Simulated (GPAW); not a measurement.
# Conductance along a series: a Pt chain with one bond drawn out, part 2 of 2

Aim: how the conductance and the thermopower change along a series of junctions, a Pt chain with one bond drawn out.

GPAW 26.7.0; GPAW LCAO, PAW setups; Landauer transmission from Green's functions with principal layers (ASE), zero bias.

So far, conductance (G₀): step 2 (junction, stretch 0.2 Å) 3.88; step 3 (stretch 0.5 Å) 3.19; step 4 (stretch 0.8 Å) 2.14; step 5 (stretch 1.2 Å) 1.05.

## (6) Member of the series: stretch = 1.6

The cell differs from the one that the last finished run ended in (c 34.800 → 35.200 Å).

Input file run.py:

```python
import json
import numpy as np
from ase import Atoms
from ase.transport.calculators import TransportCalculator
from gpaw import GPAW, FermiDirac
from gpaw.lcao.tools import get_lcao_hamiltonian
from scipy.linalg import eigh

# The junction with lead layers at both ends, along the third cell vector
device = Atoms(
    ['Pt', 'Pt', 'Pt', 'Pt', 'Pt', 'Pt', 'Pt', 'Pt', 'Pt', 'Pt', 'Pt', 'Pt', 'Pt', 'Pt'],
    positions=[
        [4.50000, 4.50000, 1.20000],
        [4.50000, 4.50000, 3.60000],
        [4.50000, 4.50000, 6.00000],
        [4.50000, 4.50000, 8.40000],
        [4.50000, 4.50000, 10.80000],
        [4.50000, 4.50000, 13.20000],
        [4.50000, 4.50000, 15.60000],
        [4.50000, 4.50000, 19.60000],
        [4.50000, 4.50000, 22.00000],
        [4.50000, 4.50000, 24.40000],
        [4.50000, 4.50000, 26.80000],
        [4.50000, 4.50000, 29.20000],
        [4.50000, 4.50000, 31.60000],
        [4.50000, 4.50000, 34.00000]],
    cell=[[9.0, 0.0, 0.0], [0.0, 9.0, 0.0], [0.0, 0.0, 35.2]],
    pbc=True)

# One principal layer of the lead: the first 5 atoms of the device
lead = Atoms(
    ['Pt', 'Pt', 'Pt', 'Pt', 'Pt'],
    positions=[
        [4.50000, 4.50000, 1.20000],
        [4.50000, 4.50000, 3.60000],
        [4.50000, 4.50000, 6.00000],
        [4.50000, 4.50000, 8.40000],
        [4.50000, 4.50000, 10.80000]],
    cell=[[9.0, 0.0, 0.0], [0.0, 9.0, 0.0], [0.0, 0.0, 12.0]],
    pbc=True)

settings = dict(mode='lcao', basis='dzp', xc='PBE', h=0.2,
                occupations=FermiDirac(0.1), maxiter=250,
                mixer=dict(beta=0.1, nmaxold=8, weight=100.0),
                convergence=dict(density=0.0001))
energies = np.arange(-2, 2 + 1e-9, 0.05)
eta = 0.0001
n1, n2 = 1, 1
# k and -k transmit alike, so half of the mesh across the current serves
mesh = [(i, j) for i in range(n1) for j in range(n2) if (i, j) <= (-i % n1, -j % n2)]
weights = np.array([1 if (i, j) == (-i % n1, -j % n2) else 2 for i, j in mesh]) / (n1 * n2)

# [... helper functions left out ...]
fermi_lead = ground_state(lead, (1, 1, 10), 'lead.txt')
fermi_device = ground_state(device, (1, 1, 2), 'device.txt')
# [... loop over the mesh left out, but for ...]
        # Shift the lead onto the potential of the device's first layer
        shift = ((H[:, 0, 0] - H0[:, 0, 0]) / S0[0, 0]).real.mean()
# [...]
kT = 8.617333e-5 * 77
bias = [0.1, 0.2, 0.5, 1.0, 1.5, 2.0]
# [... integrals and printing left out ...]
```

Run with:

```console
> OMP_NUM_THREADS=1 OPENBLAS_NUM_THREADS=1 python run.py
```

Output:

```text
basis functions: device 378, principal layer 135
Fermi level: lead -4.5367 eV, device -4.5374 eV; lead shifted by -0.0047 eV
largest coupling past the next layer 8.09e-06 eV, largest misfit of the first layer 0.447 eV
  E-E_F (eV)   T (one spin)  [channel counts left out]
    -2.000    6.1275e-02
    -1.950    6.3585e-02
    -1.900    6.6037e-02
[...]
1.950    5.5114e-01
     2.000    5.5930e-01
conductance at 77 K: 0.50131 G0 a cell; thermopower -0.1033 uV/K
current from the zero-bias T(E) at 0.1 V: 3.8789 uA
current from the zero-bias T(E) at 0.2 V: 7.7303 uA
current from the zero-bias T(E) at 0.5 V: 18.879 uA
current from the zero-bias T(E) at 1.0 V: 35.324 uA
current from the zero-bias T(E) at 1.5 V: 48.785 uA
current from the zero-bias T(E) at 2.0 V: 61.342 uA
```

The job ended after 2.1 min (1 thread of Arm Neoverse V2, shared host; peak memory 1.3 GiB).

The conductance, 0.501 G₀, lies 52 % below that of the member before. The first layer now differs from the lead by 0.45 eV after a shift of -0.0047 eV, a far poorer match of lead and junction than at the start, whatever the conductance shows.

## (7) Member of the series: stretch = 2.0

The cell differs from the one that the last finished run ended in (c 35.200 → 35.600 Å).

Changes to run.py since step 6:

```diff
@@ -19,10 +19,10 @@
         [4.50000, 4.50000, 15.60000],
-        [4.50000, 4.50000, 19.60000],
-        [4.50000, 4.50000, 22.00000],
-        [4.50000, 4.50000, 24.40000],
-        [4.50000, 4.50000, 26.80000],
-        [4.50000, 4.50000, 29.20000],
-        [4.50000, 4.50000, 31.60000],
-        [4.50000, 4.50000, 34.00000]],
-    cell=[[9.0, 0.0, 0.0], [0.0, 9.0, 0.0], [0.0, 0.0, 35.2]],
+        [4.50000, 4.50000, 20.00000],
+        [4.50000, 4.50000, 22.40000],
+        [4.50000, 4.50000, 24.80000],
+        [4.50000, 4.50000, 27.20000],
+        [4.50000, 4.50000, 29.60000],
+        [4.50000, 4.50000, 32.00000],
+        [4.50000, 4.50000, 34.40000]],
+    cell=[[9.0, 0.0, 0.0], [0.0, 9.0, 0.0], [0.0, 0.0, 35.6]],
     pbc=True)
```

Output:

```text
basis functions: device 378, principal layer 135
Fermi level: lead -4.5367 eV, device -4.5311 eV; lead shifted by -0.0079 eV
largest coupling past the next layer 8.09e-06 eV, largest misfit of the first layer 0.447 eV
  E-E_F (eV)   T (one spin)  [channel counts left out]
    -2.000    1.8896e-02
    -1.950    1.9669e-02
    -1.900    2.0491e-02
[...]
1.950    3.5032e-01
     2.000    3.5867e-01
conductance at 77 K: 0.23119 G0 a cell; thermopower -0.4223 uV/K
current from the zero-bias T(E) at 0.1 V: 1.7903 uA
current from the zero-bias T(E) at 0.2 V: 3.5746 uA
current from the zero-bias T(E) at 0.5 V: 8.7896 uA
current from the zero-bias T(E) at 1.0 V: 16.376 uA
current from the zero-bias T(E) at 1.5 V: 22.789 uA
current from the zero-bias T(E) at 2.0 V: 28.966 uA
```

It took 2 min on 1 thread; peak memory 1.4 GiB.

One spin. Transmission, zone mean against energy, zero at the Fermi level:

```
energy (eV)  transmission, zone mean
     -2.000                   0.0189
     -1.800                   0.0223
     -1.600                   0.0285
     -1.400                   0.0449
     -1.200                   0.0656
     -1.000                   0.0861
     -0.800                   0.0911
     -0.600                    0.110
     -0.400                    0.155
     -0.200                    0.208
      0.000                    0.231
      0.200                    0.238
      0.400                    0.227
      0.600                    0.224
      0.800                    0.225
      1.000                    0.237
      1.200                    0.254
      1.400                    0.275
      1.600                    0.299
      1.800                    0.327
      2.000                    0.359
```

The conductance, 0.231 G₀, lies 54 % below that of the member before. The first layer now differs from the lead by 0.45 eV after a shift of -0.0079 eV, a far poorer match of lead and junction than at the start, whatever the conductance shows.

## (8) Junction: stretch = 2.6

The cell differs from the one that the last finished run ended in (c 35.600 → 36.200 Å).

Changes to run.py since step 7:

```diff
@@ -19,10 +19,10 @@
         [4.50000, 4.50000, 15.60000],
-        [4.50000, 4.50000, 20.00000],
-        [4.50000, 4.50000, 22.40000],
-        [4.50000, 4.50000, 24.80000],
-        [4.50000, 4.50000, 27.20000],
-        [4.50000, 4.50000, 29.60000],
-        [4.50000, 4.50000, 32.00000],
-        [4.50000, 4.50000, 34.40000]],
-    cell=[[9.0, 0.0, 0.0], [0.0, 9.0, 0.0], [0.0, 0.0, 35.6]],
+        [4.50000, 4.50000, 20.60000],
+        [4.50000, 4.50000, 23.00000],
+        [4.50000, 4.50000, 25.40000],
+        [4.50000, 4.50000, 27.80000],
+        [4.50000, 4.50000, 30.20000],
+        [4.50000, 4.50000, 32.60000],
+        [4.50000, 4.50000, 35.00000]],
+    cell=[[9.0, 0.0, 0.0], [0.0, 9.0, 0.0], [0.0, 0.0, 36.2]],
     pbc=True)
```

Output:

```text
basis functions: device 378, principal layer 135
Fermi level: lead -4.5367 eV, device -4.5265 eV; lead shifted by -0.0090 eV
largest coupling past the next layer 8.09e-06 eV, largest misfit of the first layer 0.450 eV
  E-E_F (eV)   T (one spin)  [channel counts left out]
    -2.000    3.1600e-03
    -1.950    3.3036e-03
    -1.900    3.4565e-03
[...]
1.950    1.4735e-01
     2.000    1.5289e-01
conductance at 77 K: 0.065257 G0 a cell; thermopower -0.8881 uV/K
current from the zero-bias T(E) at 0.1 V: 0.50569 uA
current from the zero-bias T(E) at 0.2 V: 1.0113 uA
current from the zero-bias T(E) at 0.5 V: 2.5008 uA
current from the zero-bias T(E) at 1.0 V: 4.6695 uA
current from the zero-bias T(E) at 1.5 V: 6.5552 uA
current from the zero-bias T(E) at 2.0 V: 8.4462 uA
```

Wall time 2 min (1 thread); peak memory 1.4 GiB.

The conductance, 0.0653 G₀, lies 72 % below that of the member before. The first layer now differs from the lead by 0.45 eV after a shift of -0.0090 eV, a far poorer match of lead and junction than at the start, whatever the conductance shows.

## (9) Junction, box 9 × 9 × 36.8 Å: stretch = 3.2

The cell differs from the one that the last finished run ended in (c 36.200 → 36.800 Å).

Changes to run.py since step 8:

```diff
@@ -19,10 +19,10 @@
         [4.50000, 4.50000, 15.60000],
-        [4.50000, 4.50000, 20.60000],
-        [4.50000, 4.50000, 23.00000],
-        [4.50000, 4.50000, 25.40000],
-        [4.50000, 4.50000, 27.80000],
-        [4.50000, 4.50000, 30.20000],
-        [4.50000, 4.50000, 32.60000],
-        [4.50000, 4.50000, 35.00000]],
-    cell=[[9.0, 0.0, 0.0], [0.0, 9.0, 0.0], [0.0, 0.0, 36.2]],
+        [4.50000, 4.50000, 21.20000],
+        [4.50000, 4.50000, 23.60000],
+        [4.50000, 4.50000, 26.00000],
+        [4.50000, 4.50000, 28.40000],
+        [4.50000, 4.50000, 30.80000],
+        [4.50000, 4.50000, 33.20000],
+        [4.50000, 4.50000, 35.60000]],
+    cell=[[9.0, 0.0, 0.0], [0.0, 9.0, 0.0], [0.0, 0.0, 36.8]],
     pbc=True)
```

Output:

```text
basis functions: device 378, principal layer 135
Fermi level: lead -4.5367 eV, device -4.5286 eV; lead shifted by -0.0090 eV
largest coupling past the next layer 8.09e-06 eV, largest misfit of the first layer 0.450 eV
  E-E_F (eV)   T (one spin)  [channel counts left out]
    -2.000    5.4551e-04
    -1.950    5.7329e-04
    -1.900    6.0300e-04
[...]
1.950    5.4434e-02
     2.000    5.7154e-02
conductance at 77 K: 0.017295 G0 a cell; thermopower -1.234 uV/K
current from the zero-bias T(E) at 0.1 V: 0.13404 uA
current from the zero-bias T(E) at 0.2 V: 0.26812 uA
current from the zero-bias T(E) at 0.5 V: 0.66391 uA
current from the zero-bias T(E) at 1.0 V: 1.2428 uA
current from the zero-bias T(E) at 1.5 V: 1.7605 uA
current from the zero-bias T(E) at 2.0 V: 2.2986 uA
```

Run time: 2.1 min. Hardware: 1 thread; peak memory 1.4 GiB.

The conductance, 0.0173 G₀, lies 73 % below that of the member before. The first layer now differs from the lead by 0.45 eV after a shift of -0.0090 eV, a far poorer match of lead and junction than at the start, whatever the conductance shows.

## (10) The series together

Times are for 1 thread of Arm Neoverse V2, shared host. Results by setting:

```
no.  stretch (Å)  conductance (G₀)     time  memory (GiB)
  1          0.2             3.882  1.9 min           1.3
  2          0.5             3.195    2 min           1.4
  3          0.8             2.136    2 min           1.3
  4          1.2             1.049  2.1 min           1.4
  5          1.6            0.5013  2.1 min           1.3
  6            2            0.2312    2 min           1.4
  7          2.6           0.06526    2 min           1.4
  8          3.2           0.01729  2.1 min           1.4
```

The runs together. Table of transmission, zone mean by energy, zero at the Fermi level:

```
energy (eV)    0.2    0.5    1.2     1.6      2.6      3.2
     -2.000   2.58   1.30  0.195  0.0613  0.00316   5.5e-4
     -1.800   2.64   1.41  0.225  0.0715  0.00380   6.7e-4
     -1.600   2.70   1.56  0.273  0.0892  0.00502   9.1e-4
     -1.400   3.09   1.76  0.356   0.129  0.00892  0.00180
     -1.200   3.56   1.98  0.445   0.176   0.0142  0.00305
     -1.000   4.11   2.18  0.515   0.217   0.0202  0.00459
     -0.800   4.67   2.39  0.549   0.230   0.0217  0.00508
     -0.600   5.32   2.79  0.635   0.270   0.0270  0.00650
     -0.400   5.74   3.65  0.785   0.359   0.0405   0.0101
     -0.350   5.49   4.78  0.857   0.388   0.0449   0.0113
     -0.300   5.35   4.33   1.64   0.492   0.0494   0.0125
     -0.200   3.85   3.03  0.958   0.459   0.0570   0.0146
      0.000   3.88   3.20   1.05   0.502   0.0653   0.0173
      0.200   3.78   2.83  0.952   0.491   0.0707   0.0193
      0.400   2.86   2.20  0.834   0.457   0.0690   0.0191
      0.600   2.69   1.76  0.739   0.432   0.0705   0.0202
      0.800  0.995  0.961  0.663   0.418   0.0740   0.0219
      1.000  0.995  0.962  0.672   0.432   0.0807   0.0246
      1.200  0.996  0.964  0.686   0.450   0.0897   0.0284
      1.400  0.996  0.967  0.703   0.473    0.101   0.0332
      1.600  0.996  0.969  0.722   0.499    0.115   0.0394
      1.800  0.997  0.972  0.743   0.528    0.132   0.0472
      2.000  0.997  0.975  0.765   0.559    0.153   0.0572
```

The runs together. Current through one cell, from the zero-bias transmission against bias:

```
bias (V)  0.2 (mA)  0.5 (mA)  1.2 (mA)  1.6 (mA)  2.6 (mA)  3.2 (mA)
   0.100    0.0301    0.0247   0.00810   0.00388    5.1e-4    1.3e-4
   0.200    0.0601    0.0491    0.0161   0.00773   0.00101    2.7e-4
   0.500     0.149     0.118    0.0387    0.0189   0.00250    6.6e-4
   1.000     0.311     0.235    0.0735    0.0353   0.00467   0.00124
   1.500     0.458     0.318    0.0996    0.0488   0.00656   0.00176
   2.000     0.563     0.382     0.123    0.0613   0.00845   0.00230
```

## (11) A varied run

One more run, with changed settings.

Changes to run.py since step 9:

```diff
@@ -19,10 +19,10 @@
         [4.50000, 4.50000, 15.60000],
-        [4.50000, 4.50000, 21.20000],
-        [4.50000, 4.50000, 23.60000],
-        [4.50000, 4.50000, 26.00000],
-        [4.50000, 4.50000, 28.40000],
-        [4.50000, 4.50000, 30.80000],
-        [4.50000, 4.50000, 33.20000],
-        [4.50000, 4.50000, 35.60000]],
-    cell=[[9.0, 0.0, 0.0], [0.0, 9.0, 0.0], [0.0, 0.0, 36.8]],
+        [4.50000, 4.50000, 20.00000],
+        [4.50000, 4.50000, 22.40000],
+        [4.50000, 4.50000, 24.80000],
+        [4.50000, 4.50000, 27.20000],
+        [4.50000, 4.50000, 29.60000],
+        [4.50000, 4.50000, 32.00000],
+        [4.50000, 4.50000, 34.40000]],
+    cell=[[9.0, 0.0, 0.0], [0.0, 9.0, 0.0], [0.0, 0.0, 35.6]],
     pbc=True)
@@ -42,3 +42,3 @@
 settings = dict(mode='lcao', basis='dzp', xc='PBE', h=0.2,
-                occupations=FermiDirac(0.1), maxiter=250,
+                occupations=FermiDirac(0.1), maxiter=100,
                 mixer=dict(beta=0.1, nmaxold=8, weight=100.0),
@@ -53,3 +53,3 @@
 # [... helper functions left out ...]
-fermi_lead = ground_state(lead, (1, 1, 10), 'lead.txt')
+fermi_lead = ground_state(lead, (1, 1, 1), 'lead.txt')
 fermi_device = ground_state(device, (1, 1, 2), 'device.txt')
```

Output:

```text
basis functions: device 378, principal layer 135
Fermi level: lead -4.7352 eV, device -4.5311 eV; lead shifted by -0.1048 eV
largest coupling past the next layer 8.12e-06 eV, largest misfit of the first layer 0.798 eV
  E-E_F (eV)   T (one spin)  [channel counts left out]
    -2.000    1.7460e-02
    -1.950    1.8412e-02
    -1.900    1.9424e-02
    -1.850    2.0501e-02
    -1.800    2.1651e-02
    -1.750    2.2894e-02
    -1.700    2.4282e-02
    -1.650    2.5952e-02
    -1.600    2.8430e-02
    -1.550    8.9711e-01
    -1.500    4.5223e-02
    -1.450    4.1020e-02
    -1.400    4.0663e-02
    -1.350    4.2377e-02
    -1.300    4.6516e-02
    -1.250    5.3097e-02
[...]
1.650    3.0542e-01
     1.700    3.1168e-01
     1.750    3.1815e-01
     1.800    3.2487e-01
     1.850    3.3185e-01
     1.900    3.3911e-01
     1.950    3.4667e-01
     2.000    3.5455e-01
conductance at 77 K: 0.2321 G0 a cell; thermopower -0.6637 uV/K
current from the zero-bias T(E) at 0.1 V: 1.7976 uA
current from the zero-bias T(E) at 0.2 V: 3.5879 uA
current from the zero-bias T(E) at 0.5 V: 8.69 uA
current from the zero-bias T(E) at 1.0 V: 15.702 uA
current from the zero-bias T(E) at 1.5 V: 21.977 uA
current from the zero-bias T(E) at 2.0 V: 28.193 uA
```

It took 1.9 min on 1 thread; peak memory 1.4 GiB.

The run finished. A setting was moved off its sound value on purpose, so it serves as a test and not as the result.

The fault put into the input: one k-point along the lead (lead_nz = 1).

## (12) Summary of results

| Item | Value |
| --- | --- |
| conductance, first and last member | 3.88 and 0.0173 G₀ |
| largest and smallest | 3.88 and 0.0173 G₀ |

**Reading.** As the extra bond length goes from 0.2 to 3.2 Å, the conductance goes from 3.88 to 0.0173 G₀. The conductance falls at every step of the series. The geometry was built from estimated bond lengths and not relaxed, so the numbers describe this model structure. The run had no spin polarisation, so a magnetic state, which chains and small molecules with open shells often have, wasn't tested. Spin-orbit coupling is left out, which matters for the heavy atoms here. An evenly spaced straight chain is an idealisation: free chains tend to dimerise, zigzag or, where a band edge lies near the Fermi level, turn magnetic. The currents use the zero-bias T(E) throughout, which holds only while the bias is small against the distance to the nearest feature. The energy step is wider than the thermal energy, so the conductance and thermopower rest on interpolation of T(E). Atomic orbitals end short of the vacuum, so tunnelling across a wide gap comes out too low.

[Logs are printed without paths, hosts, clocks, repeated set-up lines and the standing remarks that a program may print on its own settings, such as how far it seeks lower states.]

[Hosts, paths, dates, database ids (printed as entryN), source tags and the programs' standing remarks are cut or masked in the printed files.]
